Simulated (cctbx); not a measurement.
# Y2Zn9FeRu2: precision against data quality

Space group Cmcm (no. 63), a = 12.3700 Å, b = 7.2500 Å, c = 9.4450 Å, α = 90.00°, β = 90.00°, γ = 90.00°.

```csv
atom,mult.,x,y,z,Ueq (Å²)
Ru1,8,0.6779,0,0,0.0189
Y1,8,0.6604,0.6644,1/4,0.0212
Zn1,8,0.3933,0.0593,1/4,0.0200
Zn2,8,1/2,0.8503,0.4410,0.0196
Zn3,16,0.6626,0.6772,0.5729,0.0197
Zn4,4,1/2,0.3607,1/4,0.0154
Fe1,4,0,0,0,0.0176
```

The model is made up (kin elements in a known structure type, no relaxation), so it says nothing on whether the phase exists.

Five simulated data sets (cctbx; Ag Kα, λ = 0.56087 Å; 2 % proportional error) differ in resolution or exposure (noise floor 8 counts in the first three, 8 in the last two). Each is refined with the right model, isotropic at 1.1 Å and anisotropic otherwise. How do the figures of merit and the uncertainties move?

```csv
d min (Å),top counts,"⟨I/σ⟩ (unmerged, absences included)",unique,param. (scale apart),Rint,R1,GooF,largest s.u. xyz (fractional),s.u. U of Fe1 (Å²),largest error (Å)
1.1,20000,6.8,193,18,0.022,0.0313,2.30,0.00054,0.0014,0.0042
0.84,20000,5.7,413,40,0.031,0.0144,0.86,0.00014,0.0006,0.0014
0.6,20000,3.4,1089,40,0.043,0.0261,0.96,0.00012,0.0005,0.0012
0.75,300,0.3,575,40,0.571,0.1030,0.88,0.00269,0.0211,0.0475
0.75,3000,1.7,575,40,0.121,0.0400,0.88,0.00045,0.0020,0.0049
```

GooF reaches 2.3 where the model lacks something that the data hold (anisotropy at the isotropic level, for one). The s.u. of U for Fe1 goes 0.0014, 0.0006, 0.0005 Å² with resolution and 0.0211, 0.0020 Å² with exposure.

The 1.1 Å row also differs in its displacement model, so it isn't a clean test of resolution.

Hardware for the 0.6 Å refinement: 0.78 s on 1 thread of Arm Neoverse N1 (shared host), peak memory 0.09 GiB.

[Logs are printed without paths, hosts, clocks, repeated set-up lines and the standing remarks that a program may print on its own settings, such as how far it seeks lower states.]
